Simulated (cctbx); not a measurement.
## Reading a Patterson map

Space group I4/mcm (no. 140), a = 7.8950 Å, b = 7.8950 Å, c = 11.6350 Å, α = 90.00°, β = 90.00°, γ = 90.00°, content Te8 Zr4 Se4 Na16.

The data are simulated with cctbx, not measured: synchrotron X-rays, λ = 0.7749 Å, to d = 0.84 Å, 70 % of the full sphere, strongest reflection 70000 counts, noise from counting, a 3 % proportional error and a noise floor of 2 counts (s.d.); no absorption, some extinction.

Patterson synthesis, origin scaled to 1000:

```text
Patterson group I 4/m m m
      u       v       w   height  length (A)
  0.000   0.000   0.000   1000.0     0.00
  0.000   0.331   0.500    336.9     6.38
  0.000   0.000   0.252    274.6     2.93
  0.000   0.000   0.500    265.0     5.82
  0.165   0.336   0.000    220.3     2.95
  0.165   0.335   0.250    185.9     4.14
  0.000   0.000   0.342    177.7     3.98
  0.171   0.171   0.500    158.5     6.12
  0.000   0.311   0.154     85.3     3.05
  0.193   0.193   0.157     39.0     2.83
  0.146   0.347   0.124     31.6     3.31
  0.097   0.097   0.051      4.4     1.24
  0.074   0.074   0.078      1.7     1.22
  0.085   0.249   0.427      1.7     5.39
```

Q: Assign the vectors.

A peak at u stands for all pairs with xi − xj = u, with weight Σ ZiZj against Σ Z² = 34592 at the origin. Peak heights follow these weights only roughly, since form factors, motion and series ripples differ, all vectors within 0.55 Å of a peak are counted as merged into it though the farther ones add only part of their weight, and F(000) is left out, which lowers the whole map:

| u | v | w | shortest length (Å) | height | 1000 ΣZiZj/ΣZ² | pairs in the cell |
| --- | --- | --- | --- | --- | --- | --- |
| 0.000 | 0.331 | 0.500 | 4.17 | 337 | 341 | 4 × Te–Te, 8 × Na–Na |
| 0.000 | 0.000 | 0.252 | 2.93 | 275 | 315 | 8 × Zr–Se |
| 0.000 | 0.000 | 0.500 | 5.58 | 265 | 319 | 4 × Zr–Zr, 4 × Se–Se |
| 0.165 | 0.336 | 0.000 | 2.96 | 220 | 241 | 4 × Te–Zr |
| 0.165 | 0.335 | 0.250 | 4.14 | 186 | 204 | 4 × Te–Se |
| 0.000 | 0.000 | 0.342 | 3.98 | 178 | 293 | 16 × Te–Na, 8 × Na–Na |
| 0.171 | 0.171 | 0.500 | 3.67 | 158 | 170 | 2 × Te–Te, 4 × Na–Na |
| 0.000 | 0.311 | 0.154 | 3.04 | 85 | 146 | 8 × Te–Na, 4 × Na–Na |

The table stops at ten peaks or at a height of 45, below which ripples compete. In the model behind the data Te, the heaviest element, has 1 independent site: (0.3341, 0.1659, 0), up to an allowed shift of origin; the Te–Te vectors are differences of these positions and their symmetry mates. The whole model:

```csv
atom,mult.,x,y,z,Ueq (Å²)
Te1,8,0.3341,0.1659,0,0.0178
Zr1,4,1/2,1/2,0,0.0217
Se1,4,0,0,1/4,0.0226
Na1,16,0.8508,0.6492,0.1556,0.0264
```

The model was made for the exercise: a known structure type with other elements put in, its volume estimated, not relaxed; displacement parameters are assumed.

[Logs are printed without paths, hosts, clocks, repeated set-up lines and the standing remarks that a program may print on its own settings, such as how far it seeks lower states.]
